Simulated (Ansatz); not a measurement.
# NaF (Villiaumite, Fm-3m): lattice thermal conductivity

Wanted: κ(T), lifetimes and mean free paths for NaF (Villiaumite).

Experimental results on record:
- thermal conductivity 18.4 W/m/K near room temperature (given in “Combining the AFLOW GIBBS and Elastic Libraries to efficiently and robustly screen thermo-mechanical properties of solids”, 2017, arXiv:1611.05714)
- thermal conductivity 16.5 W/m/K near room temperature (given in “Predicting the lattice thermal conductivity of solids by solving the Boltzmann transport equation: AFLOW - AAPL an automated, accurate and efficient framework”, 2017, arXiv:1611.05481)

Method: DFT PBEsol, scalar-relativistic, plane waves, PAW; PAW set soft_1, in Ansatz 0.2.0.

Report form: the programs' logs are mostly left out.

## (1) Set-up

It takes space group Fm-3m (No. 225, cubic). The conventional cell has a = 4.640 Å, b = 4.640 Å, c = 4.640 Å, α = 90.00°, β = 90.00°, γ = 90.00°. Nearest to Na lie 6 F at 2.32 Å. Nearest to F lie 6 Na at 2.32 Å. Farther neighbours and most contacts between anions are not listed.

## (2) Probe on a coarse mesh

A cheap single point shows whether the cell is a metal or an insulator and how far it is from rest; that sets the k-mesh and the occupations of what follows.

The input, input.yaml:

```yaml
crystal:
  lattice:
    - [0.0, 2.32, 2.32]
    - [2.32, 0.0, 2.32]
    - [2.32, 2.32, 0.0]
  atoms:
    - { symbol: Na, position: [0.0, 0.0, 0.0] }
    - { symbol: F, position: [0.5, 0.5, 0.5] }
kpoints:
  mp_grid: { grid: [6, 6, 6] }
hamiltonian:
  xc: pbesol
  pseudopotentials: { kind: paw, azcp: { folder: soft_1 }, xc_functional: pbe }
scf:
  occupations: { method: gaussian, width: 0.1 }
  lower_state_search: "off"
output:
  forces: true
  stress: true
  eigenvalues: true
```

Launch:

```console
$ ansatz run input.yaml --threads 18 --pin off --max-ram 92160MiB --backend cuda --events-out ev --progress --plain --runs-dir out
```

The job ended after 1.4 s (1 × NVIDIA GB200 with 18 threads of Arm Neoverse V2, shared host; peak memory 1.1 GiB; 1.9 s of CPU time).

A gap read on the k-mesh alone can miss the band edges.

This step gave:

- pressure: -0.3486 GPa
- gap on the k-mesh: 6.161 eV
- volume per atom: 12.49 Å³/atom

The start is under -0.35 GPa at this level and looks like an insulator or semiconductor on this mesh.

## (3) Relaxation

The vibrations must be taken about the equilibrium of this functional, not about the starting cell, so the structure is relaxed.

input.yaml, the sections that differ from step 2:

```yaml
kpoints:
  mp_grid: { grid: [8, 8, 8] }
scf:
  occupations: { method: gaussian, width: 0.02 }
  lower_state_search: "off"
relax:
  adjacent_minimum: "off"
  f_tol: 0.005
  max_steps: 80
  cell: { stress_tol: 0.05 }
# crystal, hamiltonian, output: as in step 2
```

It took 2.5 s on 1 × NVIDIA GB200 with 18 threads; peak memory 1.1 GiB; 4.3 s of CPU time.

Relaxation path:

```
step  energy less that of the first step (eV)  largest force component (eV/Å)  pressure (GPa)  volume (Å³)
   1                                   0.0000                          0.0000           -0.35        24.97
   2                                  -0.0002                          0.0000           -0.22        24.91
   3                                  -0.0005                          0.0000            0.00        24.81
  4*                                  -0.0003                          0.0000           -0.03        24.81
```

Relaxation steps marked * repeat the geometry before them on a plane-wave basis chosen anew for their cell, so energy and pressure can jump there.

The run keeps the 48 symmetry operations that it works with, so distortions that break them were not tested.

| conventional cell, symmetrised | before | after | change |
| --- | --- | --- | --- |
| a (Å) | 4.640 | 4.629 | -0.2 % |
| b (Å) | 4.640 | 4.629 | -0.2 % |
| c (Å) | 4.640 | 4.629 | -0.2 % |
| volume (Å³/atom) | 12.49 | 12.40 | -0.7 % |

Final coordinates:

```cif
data_structure
_symmetry_space_group_name_H-M 'P 1'
_symmetry_Int_Tables_number 1
_cell_length_a 3.2735
_cell_length_b 3.2735
_cell_length_c 3.2735
_cell_angle_alpha 60.000
_cell_angle_beta 60.000
_cell_angle_gamma 60.000
_cell_volume 24.81
loop_
_atom_site_label
_atom_site_type_symbol
_atom_site_fract_x
_atom_site_fract_y
_atom_site_fract_z
_atom_site_occupancy
Na1 Na 0.00000 0.00000 0.00000 1
F2 F 0.50000 0.50000 0.50000 1
```

This step gave:

| Quantity | Value |
| --- | --- |
| pressure | -0.02506 GPa |
| gap on the k-mesh | 6.197 eV |
| volume per atom | 12.40 Å³/atom |

The cell shrank by 0.7 % in volume.

## (4) Tight relaxation

The thresholds are tightened for a last relaxation ahead of the phonons, and where mesh or smearing change with them the cell follows.

input.yaml, the sections that differ from step 3:

```yaml
crystal:
  lattice:
    - [0.0, 2.3147480933, 2.3147480933]
    - [2.3147480933, 0.0, 2.3147480933]
    - [2.3147480933, 2.3147480933, 0.0]
  atoms:
    - { symbol: Na, position: [0.0, 0.0, 0.0] }
    - { symbol: F, position: [0.5, 0.5, 0.5] }
scf:
  occupations: { method: fixed }
  lower_state_search: "off"
relax:
  adjacent_minimum: "off"
  f_tol: 0.001
  max_steps: 60
  cell: { stress_tol: 0.01 }
# kpoints, hamiltonian, output: as in step 3
```

The job ended after 2.4 s (1 × NVIDIA GB200 with 18 threads; peak memory 1.1 GiB).

Little changed from the start: no atom moved by 0.005 Å and no cell edge by 0.1 %.

Numbers from this step:

```yaml
pressure: 3.00e-4 GPa
gap_on_the_k_mesh: 6.199 eV
```

The residual pressure is 3.0e-4 GPa, small enough for phonons.

## (5) Anharmonic force constants and conductivity

Pairs of atoms inside the cutoff are displaced in a supercell, the forces give the cubic constants, and these give the three-phonon rates of the Boltzmann equation.

The input, input.yaml:

```yaml
crystal:
  lattice:
    - [0.0, 2.3143489472, 2.3143489472]
    - [2.3143489472, 0.0, 2.3143489472]
    - [2.3143489472, 2.3143489472, 0.0]
  atoms:
    - { symbol: Na, position: [0.0, 0.0, 0.0] }
    - { symbol: F, position: [0.5, 0.5, 0.5] }
kpoints:
  mp_grid: { grid: [8, 8, 8] }
hamiltonian:
  xc: pbesol
  pseudopotentials: { kind: paw, azcp: { folder: soft_1 }, xc_functional: pbe }
scf:
  occupations: { method: fixed }
  lower_state_search: "off"
output:
  eigenvalues: true
phonons:
  method: fd
  dielectric: true
  supercell: [4, 4, 4]
  temperatures: { t_max: 1000, t_step: 50 }
  qpath:
    path:
      - [[0.0, 0.0, 0.0], [0.5, 0.0, 0.5], [0.5, 0.25, 0.75], [0.375, 0.375, 0.75], [0.0, 0.0, 0.0], [0.5, 0.5, 0.5], [0.625, 0.25, 0.625], [0.5, 0.25, 0.75], [0.5, 0.5, 0.5], [0.375, 0.375, 0.75]]
      - [[0.625, 0.25, 0.625], [0.5, 0.0, 0.5]]
    npoints: 10
  third_order: { supercell: [4, 4, 4], pair_cutoff: 5.325 }
  lattice_thermal_conductivity:
    qmesh: [23, 23, 23]
    temperatures: [100.0, 150.0, 200.0, 300.0, 400.0, 500.0, 600.0, 800.0]
    isotope_mass_variance: [{ species: F, variance: 0.0 }, { species: Na, variance: 0.0 }]
    solution: relaxation_time
```

It took 2.4 min on 1 × NVIDIA GB200 with 18 threads; peak memory 3.6 GiB; 20 min of CPU time.

This step gave:

```yaml
gamma_frequencies: 0, 0, 0, 239.4, 239.4, 239.4 cm⁻¹ (negative: imaginary)
lowest_frequency_on_the_path: 0 cm⁻¹
zero_point_energy: 0.08115 eV/cell
point_group: m-3m
highest_frequency: 400.6 cm⁻¹
debye_temperature_from_the_second_moment: 422 K
kappa_at_300_k_relaxation_time: 23.59 W/m/K
dipole_term: run
mean_free_path_at_half_of_kappa: 19.6 nm
share_of_kappa_above_the_three_lowest_branches: 0.141
third_order_blocks: 2918
periodic_aliases_dropped: 288
largest_relative_sum_rule_correction: 0.1392
displaced_cells_third_order: 129
```

LO-TO term included. Phonon branches along the path, in cm⁻¹:

```
    point  branch 1  branch 2  branch 3  branch 4  branch 5  branch 6
        Γ         0         0         0       239       239       401
  halfway       100       100       192       246       246       340
        X       141       141       252       254       254       281
  halfway       164       167       242       246       257       275
        W       203       208       208       226       265       265
  halfway       172       210       225       232       261       269
        K       156       212       230       234       260       270
  halfway       123       136       188       211       249       354
        Γ         0         0         0       239       239       401
  halfway       105       105       166       227       227       376
        L       173       173       194       194       296       301
  halfway       166       190       211       227       273       288
        U       156       212       230       234       260       270
  halfway       172       210       225       232       261       269
        W       203       208       208       226       265       265
  halfway       174       184       218       232       266       283
        L       173       173       194       194       296       301
  halfway       166       190       211       227       273       288
        K       156       212       230       234       260       270
jump to U       156       212       230       234       260       270
  halfway       145       163       247       249       256       277
        X       141       141       252       254       254       281
```

The lattice thermal conductivity, RTA xx by temperature:

```
temperature (K)  lattice thermal conductivity, RTA xx (W/m/K)
            100                                          74.9
            150                                          47.7
            200                                          35.4
            300                                          23.6
            400                                          17.8
            500                                          14.3
            600                                          12.0
            800                                          9.09
```

The modes has structure finer than the step of the table below, so its rows give means over 10 cm⁻¹, whole bins alone (the curve runs from -10 to 422 cm⁻¹). Peaks (cm⁻¹: height): F 152.9: 0.00949, 242.5: 0.0301, 275.1: 0.0172; Na 171.9: 0.0255, 245.2: 0.0317.

Phonopy on the run's constants, 21x21x21 mesh, Gaussian sigma 3.1 cm⁻¹. Table of modes by wavenumber; means over each step; values in 1/cm⁻¹/cell:

```csv
wavenumber (cm⁻¹),F,Na
0,1.5e-5,1.5e-5
10,4.4e-6,6.4e-6
20,1.2e-4,1.4e-4
30,1.8e-4,2.1e-4
40,4.0e-4,4.9e-4
50,5.4e-4,6.6e-4
60,8.7e-4,0.00108
70,0.00117,0.00148
80,0.00156,0.00198
90,0.00216,0.00282
100,0.00250,0.00335
110,0.00362,0.00499
120,0.00421,0.00611
130,0.00531,0.00804
140,0.00779,0.0125
150,0.00864,0.0152
160,0.00849,0.0176
170,0.00782,0.0238
180,0.00554,0.0201
190,0.00657,0.0136
200,0.0171,0.0119
210,0.0213,0.0126
220,0.0228,0.0153
230,0.0246,0.0192
240,0.0291,0.0281
250,0.0264,0.0276
260,0.0188,0.0168
270,0.0140,0.00521
280,0.0145,0.00325
290,0.00903,0.00302
300,0.00673,0.00276
310,0.00567,0.00320
320,0.00446,0.00293
330,0.00375,0.00266
340,0.00348,0.00261
350,0.00299,0.00233
360,0.00254,0.00203
370,0.00214,0.00174
380,0.00171,0.00140
390,0.00118,9.7e-4
400,3.6e-4,3.0e-4
410,5.3e-6,4.9e-6
```

Distinct triplets, nearest first. Third order norms, by row:

```csv
sites,side 1 (Å),side 2 (Å),side 3 (Å),norm of the 27 components (eV/Å³)
Na-Na-Na,0,0,0,0
F-F-F,0,0,0,0
Na-F-F,0,2.31,2.31,8.064
Na-F-Na,0,2.31,2.31,8.195
Na-F-F,2.31,2.31,3.27,0.061
Na-F-Na,2.31,2.31,3.27,0.101
Na-Na-Na,0,3.27,3.27,0.924
Na-Na-Na,3.27,3.27,3.27,0.012
F-F-F,0,3.27,3.27,0.759
F-F-F,3.27,3.27,3.27,0.072
Na-F-F,2.31,3.27,4.01,0.053
Na-F-Na,2.31,3.27,4.01,0.028
Na-F-F,0,4.01,4.01,0.262
Na-F-Na,0,4.01,4.01,0.281
Na-F-Na,2.31,2.31,4.63,0.077
Na-F-F,2.31,2.31,4.63,0.064
Na-Na-Na,3.27,3.27,4.63,0.007
F-F-F,3.27,3.27,4.63,0.024
Na-F-F,4.01,4.01,4.63,0.007
Na-F-Na,4.01,4.01,4.63,0.009
Na-Na-Na,0,4.63,4.63,0.129
F-F-F,0,4.63,4.63,0.157
Na-F-F,2.31,3.27,5.18,0.049
Na-F-Na,2.31,3.27,5.18,0.019
Na-F-F,3.27,4.01,5.18,0.013
Na-F-Na,3.27,4.01,5.18,0.007
Na-F-Na,2.31,4.63,5.18,0.011
Na-F-F,2.31,4.63,5.18,0.012
Na-F-F,0,5.18,5.18,0.101
Na-F-F,3.27,5.18,5.18,0.01
```

Born charge (rows field, columns displacement) (e), principal values of the symmetric part by kind of site:

```
atom  atoms with these values    low  middle   high   mean
 Na1                        1   1.01    1.01   1.01   1.01
  F2                        1  -1.01   -1.01  -1.01  -1.01
```

In full for Na1:

```
1.01 0.00 0.00
0.00 1.01 0.00
0.00 0.00 1.01
```

RTA, 300 K. Kappa by branch, by row:

```
branch (by rank)  mean frequency (THz)  mean rms speed (km/s)  median lifetime (ps)  share of kappa
               1                  4.33                   2.19                  4.62           0.348
               2                  4.84                   2.63                  4.04            0.32
               3                  6.19                   2.17                  3.07           0.191
               4                  7.01                   1.69                  2.74           0.074
               5                  7.56                   1.26                  2.48           0.038
               6                  9.32                   2.17                 0.798           0.029
```

Table of spectral kappa at 300 K, relaxation time (W/m/K/THz) by frequency; read off at these points:

| frequency (THz) | spectral kappa at 300 K, relaxation time (W/m/K/THz) |
| --- | --- |
| 0.10 | 0 |
| 0.70 | 0 |
| 1.30 | 1.83 |
| 1.70 | 2.29 |
| 2.30 | 1.68 |
| 2.90 | 1.72 |
| 3.50 | 3.31 |
| 3.90 | 4.26 |
| 4.10 | 3.04 |
| 4.30 | 5.15 |
| 4.50 | 4.44 |
| 4.90 | 6.98 |
| 5.10 | 5.52 |
| 5.50 | 6.46 |
| 5.70 | 3.99 |
| 5.90 | 6.24 |
| 6.30 | 3.77 |
| 6.90 | 3.36 |
| 7.50 | 1.25 |
| 7.90 | 0.489 |
| 8.50 | 0.433 |
| 9.10 | 0.305 |
| 9.70 | 0.247 |
| 10.30 | 0.0576 |
| 10.70 | 0.0580 |
| 11.30 | 0.00969 |
| 11.90 | 3.1e-4 |

Relaxation-time solution. The share of κ carried by shorter paths by mean free path:

```csv
mean free path (nm),100 K,300 K,800 K
0.316,0,0,0.001
0.464,0,0,0.003
0.681,0,0.001,0.011
1,0,0.002,0.029
1.47,0,0.005,0.069
2.15,0,0.016,0.156
3.16,0.001,0.035,0.259
4.64,0.002,0.086,0.377
6.81,0.006,0.178,0.502
10,0.01,0.278,0.623
14.7,0.019,0.405,0.737
21.5,0.054,0.528,0.843
31.6,0.126,0.642,0.897
46.4,0.221,0.769,0.924
68.1,0.322,0.856,0.936
100,0.451,0.896,0.964
147,0.564,0.922,0.967
215,0.689,0.935,0.973
316,0.791,0.962,0.973
464,0.847,0.972,1
681,0.88,0.972,1
1000,0.897,0.972,1
1470,0.936,1,1
2150,0.959,1,1
3160,0.959,1,1
4640,0.959,1,1
6810,1,1,1
```

(Part 1 of 2 ends here.)

[Logs are printed without paths, hosts, clocks, repeated set-up lines and the standing remarks that a program may print on its own settings, such as how far it seeks lower states.]

[Hosts, paths, dates, database ids (printed as entryN), source tags and the programs' standing remarks are cut or masked in the printed files.]

[A step with changed settings may run another functional than the one named; its input shows which.]
